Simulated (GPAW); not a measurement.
**How TiPbS3 (model structure) absorbs and reflects light**

Aim: the dielectric function of TiPbS3 (model structure), and the optical constants that follow from it. The cell was made here by substitution or stacking, whether or not such a phase is known. It was built so: All O replaced by S and Zr replaced by Ti in the Pm-3m structure of ZrPbO3. The cell given below was relaxed beforehand with Ansatz.

Main program and level: GPAW 26.7.0; DFT, RPBE, plane-wave PAW (GPAW data sets), scalar-relativistic, RPA, optical limit.

## 1. Starting point

The structure is cubic, space group Pm-3m (No. 221). The conventional cell has a = 4.824 Å, b = 4.824 Å, c = 4.824 Å, α = 90.00°, β = 90.00°, γ = 90.00°. Nearest to Pb lie 12 S at 3.41 Å. Nearest to Ti lie 6 S at 2.41 Å. Nearest to S lie 2 Ti at 2.41 Å. All O replaced by S and Zr replaced by Ti in the Pm-3m structure of ZrPbO3. Farther neighbours and most contacts between anions are not listed.

## 2. Ground state

The self-consistent density comes first; it also tells whether there is a gap, which decides the occupations and the need for a Drude term.

This step: DFT, RPBE, plane-wave PAW (GPAW data sets), scalar-relativistic, ground state (GPAW 26.7.0).

File gs.py:

```python
from ase import Atoms
from ase.dft.bandgap import bandgap
from gpaw import GPAW, PW, FermiDirac

atoms = Atoms(['Pb', 'Ti', 'S', 'S', 'S'],
              cell=[[4.82359697, 0.00000000, 0.00000000],
                    [0.00000000, 4.82359697, 0.00000000],
                    [0.00000000, 0.00000000, 4.82359697]],
              scaled_positions=[[0.50000000, 0.50000000, 0.50000000],
                                [1.00000000, 0.00000000, 0.00000000],
                                [1.00000000, 0.50000000, 1.00000000],
                                [1.00000000, 1.00000000, 0.50000000],
                                [0.50000000, 1.00000000, 1.00000000]],
              pbc=[True, True, True])
atoms.calc = GPAW(mode=PW(500), xc='RPBE', kpts={'size': (5, 5, 5), 'gamma': True},
                  occupations=FermiDirac(0.05), maxiter=150, txt='gs.txt')
print('energy (eV)', atoms.get_potential_energy())
print('Fermi level (eV)', atoms.calc.get_fermi_level())
print('valence electrons', atoms.calc.get_number_of_electrons())
print('gap (eV)', bandgap(atoms.calc, output=None)[0])
print('direct gap (eV)', bandgap(atoms.calc, direct=True, output=None)[0])
atoms.calc.write('gs.gpw')
```

Command:

```
OMP_NUM_THREADS=1 python gs.py
```

Numbers of over 12 decimals in the logs are rounded to 6 here.

Log:

```text
__  _  _
 | _ |_)|_||  |
 |__||  | ||/\| - 26.7.0

Versions:
  Python: 3.12.14
  ASE:    3.29.0
  Numpy:  2.5.5
  Scipy:  1.18.1
  Libxc:  7.0.0

Input parameters:
  mode=PW(ecut=500.0),
  kpts=MonkhorstPack(size=(5, 5, 5), gamma=True),
  maxiter=150,
  occupations=Occupations(name='fermi-dirac', width=0.05, fixmagmom=False),
  xc=XC(name='RPBE')

Diagonalizing LCAO Hamiltonian
Converting LCAO to pw mode
    .-----------.
   /|           |
  / |           |
 *  |           |
 |  |           |
 |  |   Pb      |
 S  .-----------.
 | /           /
 |/           /
 Ti----S-----*

Atoms  # Å, Bohr magnetons
|   | symbol |        x |        y |        z |    initial magnetic moments |
| 0 |     Pb | 2.411798 | 2.411798 | 2.411798 | ( 0.0000,  0.0000,  0.0000) |
| 1 |     Ti | 4.823597 | 0.000000 | 0.000000 | ( 0.0000,  0.0000,  0.0000) |
| 2 |      S | 4.823597 | 2.411798 | 4.823597 | ( 0.0000,  0.0000,  0.0000) |
| 3 |      S | 4.823597 | 4.823597 | 2.411798 | ( 0.0000,  0.0000,  0.0000) |
| 4 |      S | 2.411798 | 4.823597 | 4.823597 | ( 0.0000,  0.0000,  0.0000) |

Unit cell  # Å
| periodic |        x |        y |        z |  lengths |    angles |
|      yes | 4.823597 | 0.000000 | 0.000000 | 4.823597 | 90.000000 |
|      yes | 0.000000 | 4.823597 | 0.000000 | 4.823597 | 90.000000 |
|      yes | 0.000000 | 0.000000 | 4.823597 | 4.823597 | 90.000000 |

Number of symmetries: 48
Symmetry operations  # r_c * U_cc + t_c -> r_c
|    | kind |            matrix            |
|  0 |  E   |  1, 0, 0,  0, 1, 0,  0, 0, 1 |
|  1 |  σ   |  1, 0, 0,  0, 1, 0,  0, 0,-1 |
|  2 |  σ   |  1, 0, 0,  0, 0, 1,  0, 1, 0 |
|  3 |  C4  |  1, 0, 0,  0, 0, 1,  0,-1, 0 |
|  4 |  C4  |  1, 0, 0,  0, 0,-1,  0, 1, 0 |
|  5 |  σ   |  1, 0, 0,  0, 0,-1,  0,-1, 0 |
|  6 |  σ   |  1, 0, 0,  0,-1, 0,  0, 0, 1 |
|  7 |  C2  |  1, 0, 0,  0,-1, 0,  0, 0,-1 |
|  8 |  σ   |  0, 1, 0,  1, 0, 0,  0, 0, 1 |
|  9 |  C2  |  0, 1, 0,  1, 0, 0,  0, 0,-1 |
| 10 |  C3  |  0, 1, 0,  0, 0, 1,  1, 0, 0 |
| 11 |  S6  |  0, 1, 0,  0, 0, 1, -1, 0, 0 |
| 12 |  S6  |  0, 1, 0,  0, 0,-1,  1, 0, 0 |
| 13 |  C3  |  0, 1, 0,  0, 0,-1, -1, 0, 0 |
| 14 |  C4  |  0, 1, 0, -1, 0, 0,  0, 0, 1 |
| 15 |  S4  |  0, 1, 0, -1, 0, 0,  0, 0,-1 |
| 16 |  C3  |  0, 0, 1,  1, 0, 0,  0, 1, 0 |
| 17 |  S6  |  0, 0, 1,  1, 0, 0,  0,-1, 0 |
| 18 |  σ   |  0, 0, 1,  0, 1, 0,  1, 0, 0 |
| 19 |  C4  |  0, 0, 1,  0, 1, 0, -1, 0, 0 |
| 20 |  C2  |  0, 0, 1,  0,-1, 0,  1, 0, 0 |
| 21 |  S4  |  0, 0, 1,  0,-1, 0, -1, 0, 0 |
| 22 |  S6  |  0, 0, 1, -1, 0, 0,  0, 1, 0 |
| 23 |  C3  |  0, 0, 1, -1, 0, 0,  0,-1, 0 |
| 24 |  S6  |  0, 0,-1,  1, 0, 0,  0, 1, 0 |
| 25 |  C3  |  0, 0,-1,  1, 0, 0,  0,-1, 0 |
| 26 |  C4  |  0, 0,-1,  0, 1, 0,  1, 0, 0 |
| 27 |  σ   |  0, 0,-1,  0, 1, 0, -1, 0, 0 |
| 28 |  S4  |  0, 0,-1,  0,-1, 0,  1, 0, 0 |
| 29 |  C2  |  0, 0,-1,  0,-1, 0, -1, 0, 0 |
| 30 |  C3  |  0, 0,-1, -1, 0, 0,  0, 1, 0 |
| 31 |  S6  |  0, 0,-1, -1, 0, 0,  0,-1, 0 |
| 32 |  C4  |  0,-1, 0,  1, 0, 0,  0, 0, 1 |
| 33 |  S4  |  0,-1, 0,  1, 0, 0,  0, 0,-1 |
| 34 |  S6  |  0,-1, 0,  0, 0, 1,  1, 0, 0 |
| 35 |  C3  |  0,-1, 0,  0, 0, 1, -1, 0, 0 |
| 36 |  C3  |  0,-1, 0,  0, 0,-1,  1, 0, 0 |
| 37 |  S6  |  0,-1, 0,  0, 0,-1, -1, 0, 0 |
| 38 |  σ   |  0,-1, 0, -1, 0, 0,  0, 0, 1 |
| 39 |  C2  |  0,-1, 0, -1, 0, 0,  0, 0,-1 |
| 40 |  σ   | -1, 0, 0,  0, 1, 0,  0, 0, 1 |
| 41 |  C2  | -1, 0, 0,  0, 1, 0,  0, 0,-1 |
| 42 |  C2  | -1, 0, 0,  0, 0, 1,  0, 1, 0 |
| 43 |  S4  | -1, 0, 0,  0, 0, 1,  0,-1, 0 |
| 44 |  S4  | -1, 0, 0,  0, 0,-1,  0, 1, 0 |
| 45 |  C2  | -1, 0, 0,  0, 0,-1,  0,-1, 0 |
| 46 |  C2  | -1, 0, 0,  0,-1, 0,  0, 0, 1 |
| 47 |  i   | -1, 0, 0,  0,-1, 0,  0, 0,-1 |

BZ-sampling:
  Number of BZ points: 125
  Number of IBZ points: 10

  Monkhorst-Pack size: [5, 5, 5]
  Monkhorst-Pack shift: [0, 0, 0]

K-points  # in reciprocal-cell coordinates
|   |                                coordinates |     weight |
| 0 | (  0.00000000,   0.00000000,   0.00000000) | 0.00800000 |
| 1 | (  0.20000000,   0.00000000,   0.00000000) | 0.04800000 |
| 2 | (  0.20000000,   0.20000000,   0.00000000) | 0.09600000 |
| 3 | (  0.20000000,   0.20000000,   0.20000000) | 0.06400000 |
| 4 | (  0.40000000,   0.00000000,   0.00000000) | 0.04800000 |
| 5 | (  0.40000000,   0.20000000,   0.00000000) | 0.19200000 |
| 6 | (  0.40000000,   0.20000000,   0.20000000) | 0.19200000 |
| 7 | (  0.40000000,   0.40000000,   0.00000000) | 0.09600000 |
| 8 | (  0.40000000,   0.40000000,   0.20000000) | 0.19200000 |
| 9 | (  0.40000000,   0.40000000,   0.40000000) | 0.06400000 |

Plane wave coefficients: 2897
Cutoff: 500.0 eV

Spin-components: 1 (collinear spins)
Bands:           31
Projectors:      27
Spin-degeneracy: 2
Datatype:        complex128

Parallelization:
  kpt:    1
  domain: 1
  band:   1

Density:
  Valence electrons: 44.0
  Components: 1
  Grid points: [25 25 25]
  Charge: 0.0  # |e|

Potential:
  Grid points: [25 25 25]

species:
  Pb:
    name:    Lead
    id:
    Z:       82.0
    valence: 14
    core:    68
    charge:  0.0  # [|e|]
    compensation charges:
      type: gauss
      rc: 0.38  # [Å]
      lmax: 2
    cutoffs:
      filter: 2.36  # [Å]
      core: 2.43  # [Å]
    projectors
    | kind |    occ | energy [eV] | rcut [Å] |
    |   6s |  2.000 |     -11.900 |    1.259 |
    |   6p |  2.000 |      -3.434 |    1.275 |
    |   5d | 10.000 |     -21.207 |    1.217 |
    |    s |        |      15.312 |    1.259 |
    |    p |        |      23.777 |    1.275 |
    |    d |        |       6.004 |    1.217 |

    Using partial waves for Pb as LCAO basis

  Ti:
    name:    Titanium
    id:
    Z:       22.0
    valence: 12
    core:    10
    charge:  0.0  # [|e|]
    compensation charges:
      type: gauss
      rc: 0.38  # [Å]
      lmax: 2
    cutoffs:
      filter: 2.23  # [Å]
      core: 1.02  # [Å]
    projectors
    | kind |    occ | energy [eV] | rcut [Å] |
    |   3s |  2.000 |     -62.726 |    1.270 |
    |   4s |  2.000 |      -4.420 |    1.270 |
    |   3p |  6.000 |     -38.898 |    1.058 |
    |   4p |  0.000 |      -1.472 |    1.058 |
    |   3d |  2.000 |      -4.207 |    1.058 |
    |    d |        |      23.004 |    1.058 |

    Using partial waves for Ti as LCAO basis

  S:
    name:    Sulfur
    id:
    Z:       16.0
    valence: 6
    core:    10
    charge:  0.0  # [|e|]
    compensation charges:
      type: gauss
      rc: 0.24  # [Å]
      lmax: 2
    cutoffs:
      filter: 1.77  # [Å]
      core: 1.66  # [Å]
    projectors
    | kind |    occ | energy [eV] | rcut [Å] |
    |   3s |  2.000 |     -17.247 |    0.974 |
    |   3p |  4.000 |      -6.991 |    0.979 |
    |    s |        |       9.964 |    0.974 |
    |    p |        |      20.220 |    0.979 |
    |    d |        |       0.000 |    0.900 |

    Using partial waves for S as LCAO basis

Reference energy: -623103.003721  # eV

eigensolver:
  PPCG
  Converge bands: occupied
  niter=2

density mixing:
  MSR1-Mixer
  Pratt-step length: 0.05
  Maximum mixing coefficient: 0.75
  Old densities: 10
  SVD Regularization: 0.005
  Good broyden scale: 1.0
  Trust region scale: 1.0
  Backstep threshold: 4.0
  History deletion threshold: 6.0
  Fourier metric: weight=20.0, sigma=0.015

occupation numbers:
  Fermi-Dirac:
    width: 0.0500  # eV

poisson solver:
  ecut: 4000.0  # eV

xc functional:
  name: RPBE with 2 nearest neighbor stencil

convergence criteria:
- Maximum [total energy] change in last 3 cyles: 0.0005 eV / valence electron
- Maximum integral of absolute [dens]ity change: 0.0001 electrons / valence electron
- Maximum integral of absolute [eigenst]ate change: 4e-08 eV^2 / valence electron
maximum number of iterations: 150

SCF iterations
|iter     |      energy | eigst |  dens |
|iter:   1||  -26.927991 | -0.13 |       |
|iter:   2||  -26.348635 | -1.64 | -1.02 |
|iter:   3||  -24.853052 | -1.16 | -1.09 |
|iter:   4||  -25.013208 | -1.80 | -1.57 |
|iter:   5||  -24.781566 | -2.50 | -1.50 |
|iter:   6||  -24.786438 | -2.48 | -1.81 |
|iter:   7||  -24.754950 | -3.09 | -1.93 |
|iter:   8||  -24.755107 | -4.75 | -2.91 |
|iter:   9||  -24.755263c| -5.80 | -3.48 |
|iter:  10||  -24.755165c| -6.64 | -3.84 |
|iter:  11||  -24.755213c| -7.54c| -4.06c|

Converged in 11 steps
SCF loop duration: 13.867 s (1.261 s/step)
Energy contributions relative to reference atoms: (reference = -623103.003721)

Energy contributions:
  Kinetic:          32.772449
  Coulomb:         -35.810492
  Zero:              0.148911
  External:          0.000000
  Xc:              -21.853867
  Entropy:          -0.024429
  Spinorbit:         0.000000
  ----------------------------
  Free energy:     -24.767428
  Extrapolated:    -24.755213

dipole moment: (-46.381926, -46.381926, -46.381926)  # |e|*Ang

Fermi level: 5.944
Eigenvalues  # (at kpt = [0.000, 0.000, 0.000])
| band index |      eig [eV] | occ [0-2] |
|          0 |       -52.017 |     2.000 |
|        ... |               |           |
|         17 |         4.726 |     2.000 |
|         18 |         4.726 |     2.000 |
|         19 |         5.162 |     2.000 |
|         20 |         5.162 |     2.000 |
|         21 |         5.162 |     2.000 |
|         22 |         5.932 |     1.116 |
|         23 |         5.932 |     1.116 |
|         24 |         5.932 |     1.116 |
|         25 |         7.144 |     0.000 |
|         26 |         7.144 |     0.000 |
|         27 |         9.838 |     0.000 |
|         28 |         9.838 |     0.000 |
|         29 |         9.838 |     0.000 |
|         30 |        11.793 |     0.000 |

No gap
No difference between direct/indirect transitions

--- standard output ---
energy (eV) -24.755213
Fermi level (eV) 5.943664
valence electrons 44.0
gap (eV) 0.0
direct gap (eV) 0.0
```

The job ended after 16 s (1 thread of Arm Neoverse V2, shared host; peak memory 0.17 GiB).

Numbers from this step:

```
energy       : -24.76 eV
Fermi energy : 5.944 eV
electrons    : 44
```

There are states at the Fermi level within the smearing, so the occupations stay smeared and the carriers get a Drude term.

## 3. Bands for the response

The response needs many more empty bands than the density does.

This step: DFT, RPBE, plane-wave PAW (GPAW data sets), scalar-relativistic, bands at fixed density (GPAW 26.7.0).

File nscf.py:

```python
from ase.dft.bandgap import bandgap
from gpaw import GPAW, FermiDirac

calc = GPAW('gs.gpw').fixed_density(kpts={'size': (8, 8, 8), 'gamma': True}, nbands=57, convergence={'bands': 51},
                                    occupations=FermiDirac(0.05), txt='nscf.txt')
print('gap (eV)', bandgap(calc, output=None)[0])
print('direct gap (eV)', bandgap(calc, direct=True, output=None)[0])
calc.write('full.gpw', mode='all')
```

Command:

```
OMP_NUM_THREADS=1 python nscf.py
```

Log:

```text
Diagonalizing LCAO Hamiltonian
Converting LCAO to pw mode
convergence criteria:
- Maximum integral of absolute [eigenst]ate change: 4e-08 eV^2 / valence electron
maximum number of iterations: 150

SCF iterations
|iter     |      energy | eigst |  dens |
|iter:   1||             | +3.03 |       |
|iter:   2||             | +1.87 |       |
|iter:   3||             | +1.04 |       |
|iter:   4||             | +0.10 |       |
|iter:   5||             | -0.63 |       |
|iter:   6||             | -1.43 |       |
|iter:   7||             | -2.08 |       |
|iter:   8||             | -2.84 |       |
|iter:   9||             | -3.46 |       |
|iter:  10||             | -4.20 |       |
|iter:  11||             | -4.80 |       |
|iter:  12||             | -5.47 |       |
|iter:  13||             | -6.03 |       |
|iter:  14||             | -6.60 |       |
|iter:  15||             | -7.10 |       |
|iter:  16||             | -7.53c|       |
SCF steps: 16
  __  _  _
 | _ |_)|_||  |
 |__||  | ||/\| - 26.7.0

Versions:
  Python: 3.12.14
  ASE:    3.29.0
  Numpy:  2.5.5
  Scipy:  1.18.1
  Libxc:  7.0.0

Input parameters:
  mode=PW(ecut=500.0),
  convergence={'bands': 51},
  gpts=array([25, 25, 25]),
  kpts=MonkhorstPack(size=(8, 8, 8), gamma=True),
  maxiter=150,
  nbands=57,
  occupations=Occupations(name='fermi-dirac', width=0.05, fixmagmom=False),
  parallel={},
  xc=XC(name='RPBE')

--- standard output ---
gap (eV) 0.0
direct gap (eV) 0.0
```

It took 1.9 min on 1 thread; peak memory 0.29 GiB.

[end of part 1 of 2]

[Machine, clock and banner lines and Python warnings are left out of the logs.]

[Logs are printed without paths, hosts, clocks, repeated set-up lines and the standing remarks that a program may print on its own settings, such as how far it seeks lower states.]

[Hosts, paths, dates, database ids (printed as entryN), source tags and the programs' standing remarks are cut or masked in the printed files.]
